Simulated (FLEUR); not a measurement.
## E(M) of MnHg

Wanted: E(M) for MnHg, with its minima.

Program: FLEUR MaX-R8.1. Level of theory: PBEsol; all-electron FLAPW, Dirac cores, scalar-relativistic bands. Results are calculated unless marked as measured.

Most raw output is cut from this account.

## 1. The starting structure

It takes space group Pm-3m (No. 221, cubic). Conventional cell: a = 3.315 Å, b = 3.315 Å, c = 3.315 Å, α = 90.00°, β = 90.00°, γ = 90.00°. Nearest to Mn lie 8 Hg at 2.87 Å. Nearest to Hg lie 8 Mn at 2.87 Å. Farther neighbours are not listed.

The step “fixed moment 4.398” was refused by the program and is left out.

## 2. Unconstrained state

The free run tells which range of moments is worth scanning.

inpgen writes inp.xml from crystal.txt; cutoffs, mixing, functional, smearing and local orbitals are then set in the file. The k list default-1 (kpts.xml, not shown) is a Γ-centred 8×8×8 mesh; where the ranks do not divide the number of points, some are split in two of half the weight.

Input file inp.xml:

```
<?xml version="1.0" encoding="UTF-8" standalone="no"?>
<fleurInput fleurInputVersion="0.39">
   <comment>
      MnHg
   </comment>
   <calculationSetup>
      <cutoffs Kmax="3.6" Gmax="10.8" GmaxXC="10.8" numbands="0"/>
      <scfLoop itmax="90" minDistance="0.00002" maxIterBroyd="15" imix="Anderson" alpha="0.05" precondParam="0.0" spinf="2.0" sdNocoIR="T"/>
      <coreElectrons ctail="T" frcor="F" kcrel="0" coretail_lmax="0"/>
      <xcFunctional name="PBEs" relativisticCorrections="F"/>
      <magnetism jspins="2"/>
      <soc l_soc="F" theta="0.0" phi="0.0" spav="F"/>
      <expertModes spex="0" secvar="F"/>
      <geometryOptimization l_f="F" forcealpha="1.0" forcemix="BFGS" epsdisp="0.00001" epsforce="0.00001"/>
      <ldaU l_linMix="F" mixParam="0.05" spinf="1.0"/>
   </calculationSetup>
   <cell>
      <bzIntegration valenceElectrons="33.0" mode="hist" fermiSmearingEnergy="0.00110248">
         <kPointListSelection listName="default-1"/>
         <xi:include xmlns:xi="http://www.w3.org/2001/XInclude" href="kpts.xml"> </xi:include>
      </bzIntegration>
      <xi:include xmlns:xi="http://www.w3.org/2001/XInclude" href="sym.xml"> </xi:include>
      <bulkLattice scale="1.0">
         <bravaisMatrix>
            <row-1>    6.2644421030489994     0.0000000000000000     0.0000000000000000</row-1>
            <row-2>    0.0000000000000000     6.2644421030489994     0.0000000000000000</row-2>
            <row-3>    0.0000000000000000     0.0000000000000000     6.2644421030489994</row-3>
         </bravaisMatrix>
      </bulkLattice>
   </cell>
   <atomSpecies>
      <species name="Manganese 3.501" element="Mn" atomicNumber="25">
         <mtSphere radius="2.64" gridPoints="873" logIncrement="0.014"/>
         <atomicCutoffs lmax="10" lnonsphr="8"/>
         <electronConfig flipSpins="F">
            <coreConfig>(1s1/2) (2s1/2) (2p1/2) (2p3/2)</coreConfig>
            <valenceConfig>(3s1/2) (3p1/2) (3p3/2) (4s1/2) (3d3/2) (3d5/2)</valenceConfig>
            <stateOccupation state="(3d3/2)" spinUp="1.2505" spinDown="0.7495"/>
            <stateOccupation state="(3d5/2)" spinUp="3.0" spinDown="0.0"/>
         </electronConfig>
         <energyParameters s="4" p="4" d="3" f="4"/>
         <lo type="SCLO" l="0" n="3" eDeriv="0"/>
         <lo type="SCLO" l="1" n="3" eDeriv="0"/>
      </species>
      <species name="Mercury (Hg)" element="Hg" atomicNumber="80">
         <mtSphere radius="2.64" gridPoints="873" logIncrement="0.015"/>
         <atomicCutoffs lmax="10" lnonsphr="8"/>
         <electronConfig flipSpins="F">
            <coreConfig>(1s1/2) (2s1/2) (2p1/2) (2p3/2) (3s1/2) (3p1/2) (3p3/2) (4s1/2) (3d3/2) (3d5/2) (4p1/2) (4p3/2) (5s1/2) (4d3/2) (4d5/2) (4f5/2) (4f7/2)</coreConfig>
            <valenceConfig>(5p1/2) (5p3/2) (6s1/2) (5d3/2) (5d5/2)</valenceConfig>
         </electronConfig>
         <energyParameters s="6" p="6" d="5" f="5"/>
         <lo type="SCLO" l="1" n="5" eDeriv="0"/>
      </species>
   </atomSpecies>
   <atomGroups>
      <atomGroup species="Manganese 3.501">
         <relPos label="                   1">1.000/2.000 1.000/2.000 1.000/2.000</relPos>
         <force calculate="T" relaxXYZ="TTT"/>
      </atomGroup>
      <atomGroup species="Mercury (Hg)">
         <relPos label="                   2">.0000000000 .0000000000 .0000000000</relPos>
         <force calculate="T" relaxXYZ="TTT"/>
      </atomGroup>
   </atomGroups>
   <output dos="F" band="F" slice="F">
      <bandDOS minEnergy="-.5*Htr" maxEnergy="0.5*Htr" sigma="0.015" storeEVData="T"/>
      <plotting iplot="0" polar="F">
         <plot TwoD="T" vec1="  1.0  0.0  0.0" vec2="  0.0  1.0  0.0" vec3="  0.0  0.0  1.0" zero="  0.0  0.0  0.0" file="plot"/>
      </plotting>
      <moessbauerParams electricFieldGradient="F" isomerShift="F" coreHyperfine="F" valenceHyperfine="F"/>
   </output>
</fleurInput>
```

Input file crystal.txt:

```
MnHg
&input film=F cartesian=F /
3.31500000000  0.00000000000  0.00000000000
0.00000000000  3.31500000000  0.00000000000
0.00000000000  0.00000000000  3.31500000000
1.8897261246
1.0 1.0 1.0

2
25 0.50000000000  0.50000000000  0.50000000000 : 3.501
80 0.00000000000  0.00000000000  0.00000000000

&kpt div1=8 div2=8 div3=8 gamma=T /
```

On the command line:

```console
OMP_NUM_THREADS=1 inpgen -f crystal.txt > inpgen.log  # inp.xml is then edited as shown
OMP_NUM_THREADS=1 mpirun -n 4 fleur_MPI > fleur.log
```

Wall time 16 s (4 MPI ranks of Arm Neoverse V2, shared host); peak memory 0.23 GiB; 62 s of CPU time.

Read from the output:

```
free energy                                                       : -566376.6520 eV
program's band gap on this mesh (in a metal only a level spacing) : 0.03908 eV
magnetization                                                     : 3.909 μB
final state                                                       : ferromagnetic
largest moment                                                    : 3.930 μB
```

After 23 cycles the largest moment stands at 3.93 μB.

## 3. No spin polarisation

Changes to inp.xml since step 2:

```diff
@@ -10,3 +10,3 @@
       <xcFunctional name="PBEs" relativisticCorrections="F"/>
-      <magnetism jspins="2"/>
+      <magnetism jspins="1"/>
       <soc l_soc="F" theta="0.0" phi="0.0" spav="F"/>
@@ -31,3 +31,3 @@
    <atomSpecies>
-      <species name="Manganese 3.501" element="Mn" atomicNumber="25">
+      <species name="Manganese (Mn)" element="Mn" atomicNumber="25">
          <mtSphere radius="2.64" gridPoints="873" logIncrement="0.014"/>
@@ -37,4 +37,4 @@
             <valenceConfig>(3s1/2) (3p1/2) (3p3/2) (4s1/2) (3d3/2) (3d5/2)</valenceConfig>
-            <stateOccupation state="(3d3/2)" spinUp="1.2505" spinDown="0.7495"/>
-            <stateOccupation state="(3d5/2)" spinUp="3.0" spinDown="0.0"/>
+            <stateOccupation state="(3d3/2)" spinUp="1.000000" spinDown="1.000000"/>
+            <stateOccupation state="(3d5/2)" spinUp="1.500000" spinDown="1.500000"/>
          </electronConfig>
@@ -56,3 +56,3 @@
    <atomGroups>
-      <atomGroup species="Manganese 3.501">
+      <atomGroup species="Manganese (Mn)">
          <relPos label="                   1">1.000/2.000 1.000/2.000 1.000/2.000</relPos>
```

Changes to crystal.txt since step 2:

```diff
@@ -9,3 +9,3 @@
 2
-25 0.50000000000  0.50000000000  0.50000000000 : 3.501
+25 0.50000000000  0.50000000000  0.50000000000
 80 0.00000000000  0.00000000000  0.00000000000
```

The job ended after 9 s (4 MPI ranks; peak memory 0.2 GiB; 36 s of CPU time).

This step gave:

- free energy: -566375.2296 eV
- program's band gap on this mesh (in a metal only a level spacing): 0.06493 eV
- final state: non-magnetic (no spin polarisation)

Its energy lies +1422.4 meV a cell from the free run's.

## 4. Moment fixed at 3.518 μB

Two Fermi energies hold the total moment; the run starts from the free run's density.

Changes to inp.xml since step 3:

```diff
@@ -10,3 +10,3 @@
       <xcFunctional name="PBEs" relativisticCorrections="F"/>
-      <magnetism jspins="1"/>
+      <magnetism jspins="2" fixed_moment="3.518"/>
       <soc l_soc="F" theta="0.0" phi="0.0" spav="F"/>
@@ -31,3 +31,3 @@
    <atomSpecies>
-      <species name="Manganese (Mn)" element="Mn" atomicNumber="25">
+      <species name="Manganese 3.501" element="Mn" atomicNumber="25">
          <mtSphere radius="2.64" gridPoints="873" logIncrement="0.014"/>
@@ -37,4 +37,4 @@
             <valenceConfig>(3s1/2) (3p1/2) (3p3/2) (4s1/2) (3d3/2) (3d5/2)</valenceConfig>
-            <stateOccupation state="(3d3/2)" spinUp="1.000000" spinDown="1.000000"/>
-            <stateOccupation state="(3d5/2)" spinUp="1.500000" spinDown="1.500000"/>
+            <stateOccupation state="(3d3/2)" spinUp="1.2505" spinDown="0.7495"/>
+            <stateOccupation state="(3d5/2)" spinUp="3.0" spinDown="0.0"/>
          </electronConfig>
@@ -56,3 +56,3 @@
    <atomGroups>
-      <atomGroup species="Manganese (Mn)">
+      <atomGroup species="Manganese 3.501">
          <relPos label="                   1">1.000/2.000 1.000/2.000 1.000/2.000</relPos>
```

On the command line:

```console
OMP_NUM_THREADS=1 mpirun -n 4 fleur_MPI > fleur.log
```

The job ended after 12 s (4 MPI ranks; peak memory 0.23 GiB; 48 s of CPU time).

Read from the output:

```
magnetization : 3.518 μB
```

Its energy lies +55.3 meV a cell from the free run's.

## 5. Moment fixed at 2.639 μB

Changes to inp.xml since step 4:

```diff
@@ -10,3 +10,3 @@
       <xcFunctional name="PBEs" relativisticCorrections="F"/>
-      <magnetism jspins="2" fixed_moment="3.518"/>
+      <magnetism jspins="2" fixed_moment="2.639"/>
       <soc l_soc="F" theta="0.0" phi="0.0" spav="F"/>
```

It took 13 s on 4 MPI ranks; peak memory 0.23 GiB.

Read from the output:

- magnetization: 2.639 μB

Its energy lies +406.6 meV a cell from the free run's.

## 6. Moment fixed at 5.278 μB

Changes to inp.xml since step 5:

```diff
@@ -10,3 +10,3 @@
       <xcFunctional name="PBEs" relativisticCorrections="F"/>
-      <magnetism jspins="2" fixed_moment="2.639"/>
+      <magnetism jspins="2" fixed_moment="5.278"/>
       <soc l_soc="F" theta="0.0" phi="0.0" spav="F"/>
```

Wall time 12 s (4 MPI ranks); peak memory 0.23 GiB; 48 s of CPU time.

This step gave:

| Item | Value |
| --- | --- |
| magnetization | 5.278 μB |

Its energy lies +913.9 meV a cell from the free run's.

## 7. Another try

A slip in the input shows what the program catches and what it lets pass.

Changes to inp.xml since step 2:

```diff
@@ -7,3 +7,3 @@
       <cutoffs Kmax="3.6" Gmax="10.8" GmaxXC="10.8" numbands="0"/>
-      <scfLoop itmax="90" minDistance="0.00002" maxIterBroyd="15" imix="Anderson" alpha="0.05" precondParam="0.0" spinf="2.0" sdNocoIR="T"/>
+      <scfLoop itmax="75" minDistance="0.00002" maxIterBroyd="15" imix="straight" alpha="0.003" precondParam="0.0" spinf="2.0" sdNocoIR="T"/>
       <coreElectrons ctail="T" frcor="F" kcrel="0" coretail_lmax="0"/>
```

crystal.txt is that of step 2.

On the command line:

```console
OMP_NUM_THREADS=1 inpgen -f crystal.txt > inpgen.log  # inp.xml is then edited as shown
OMP_NUM_THREADS=1 mpirun -n 4 fleur_MPI > fleur.log
```

Run time: 48 s. Hardware: 4 MPI ranks; peak memory 0.23 GiB.

The run stopped without converging, so none of its numbers is a property of the system.

The fault in the input: linear mixing far too weak.

After 75 cycles the density distance stands at 6.9 me/bohr³, falling at every cycle, but slowly.

Each cycle moves so little that the limit comes first; a mixer with history is the cure.

## 8. E(M)

The other moments were run in the same way.

Energy over the lowest against total spin moment:

```
total spin moment (μB a cell)  energy over the lowest (meV a cell)
                         0.00                                 1422
                         0.88                                 1288
                         1.76                                  896
                         2.64                                  407
                         3.52                                 55.3
                         3.91                                    0
                         5.28                                  914
```

Moment, largest sphere moment against total spin moment:

```
total spin moment (μB a cell)  moment, largest sphere moment (μB)
                         0.00                                   0
                         0.88                                1.01
                         1.76                                1.96
                         2.64                                2.88
                         3.52                                3.65
                         3.91                                3.93
                         5.28                                4.63
```

## 9. Results

- moment of the free run: 3.91 μB a cell
- moment of the lowest point: 3.91 μB a cell
- energy of the spinless run: 1422 meV a cell over the lowest

What this shows: The lowest point lies 1422 meV a cell under the spinless run, in free energy at a smearing of 0.03 eV. The point at zero is the spinless run. Opposed orders, which also have no total moment, were not run.

[Logs and program files are shortened in this print: banners, set-up blocks, solver, clock and traceback lines can be left out without a mark of their own.]

[Logs are printed without paths, hosts, clocks, repeated set-up lines and the standing remarks that a program may print on its own settings, such as how far it seeks lower states.]

[Hosts, paths, dates, database ids (printed as entryN), source tags and the programs' standing remarks are cut or masked in the printed files.]

[Where a cell is said to come from a database of computed structures, the database is the Materials Project.]
